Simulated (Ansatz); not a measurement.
Os (P6_3/mmc): the Drude term of Re ε in the infrared

Re ε of Os (P6_3/mmc) along x at low photon energies is read from one computed spectrum; the carriers' damping was typed as γ = 0.03 eV. x, y and z are the Cartesian axes of the input cell.

It takes space group P6_3/mmc (No. 194, hexagonal). Conventional cell: a = 2.734 Å, b = 2.734 Å, c = 4.320 Å, α = 90.00°, β = 90.00°, γ = 120.00°. Os on site c is surrounded by 12 Os at 2.68 to 2.73 Å.

Method: Ansatz 0.2.0, PBE, independent particles, k-mesh 15×15×8 with interpolation inside its cells, Gaussian parameter 0.15 eV.

Launch of the response step: `ansatz run input.yaml --threads 4 --pin off --max-ram 8192MiB --backend cpu --events-out ev --progress --plain --runs-dir out`. The run took 72 s, on 4 threads of Intel(R) Xeon(R) Platinum 8375C CPU @ 2.90GHz (Ice Lake), with other jobs on the host.

```
photon energy E (eV)  wavelength (µm)    Re ε
                0.25             4.96  -971.4
                0.30             4.13       ?
                0.35             3.54  -487.3
                0.40             3.10  -369.0
                0.50             2.48  -229.6
                0.60             2.07  -152.1
                0.70             1.77  -104.3
```

A Drude term over a constant background gives Re ε = ε_b − ωp²/(E² + γ²), linear in 1/(E² + γ²).

Working, on the rows shown:

| x = 1/(E² + γ²) (eV⁻²) | y = Re ε |
| --- | --- |
| 15.7729 | -971.4 |
| 8.10373 | -487.3 |
| 6.21504 | -369 |
| 3.98565 | -229.6 |
| 2.77085 | -152.1 |
| 2.03707 | -104.3 |

Means: x̄ = 6.4809, ȳ = -385.62. Σ(x − x̄)(y − ȳ) = -8118, Σ(x − x̄)² = 128.8. Slope = -8118 / 128.8 = -63.04; intercept = ȳ − slope · x̄ = 22.927. The line misses the rows shown by at most 1.3.

Q: What does the fit predict for the withheld row, and how well does it do?

A: At x = 11.001 the line gives y = -670.56. The run gave -669.7, so the interpolation is off by 0.86, 0.1 % of the range in the table.

Refitted with all rows, the slope is -63.02 and the intercept 22.887. These give ωp = √(−slope) = 7.94 eV, against 8.03 eV from the program's Fermi-surface sum, and an intercept of 22.9. Taking the program's Drude term off the rows leaves 45 at the lowest energy and 27 at the highest, so the background isn't constant: interband transitions lie in or near the window, and neither fitted number can be trusted. The values come from a sum over the points of one k-mesh and carry its error, which is largest for Fermi-surface quantities. Spin-orbit coupling is left out.

[Logs are printed without paths, hosts, clocks, repeated set-up lines and the standing remarks that a program may print on its own settings, such as how far it seeks lower states.]
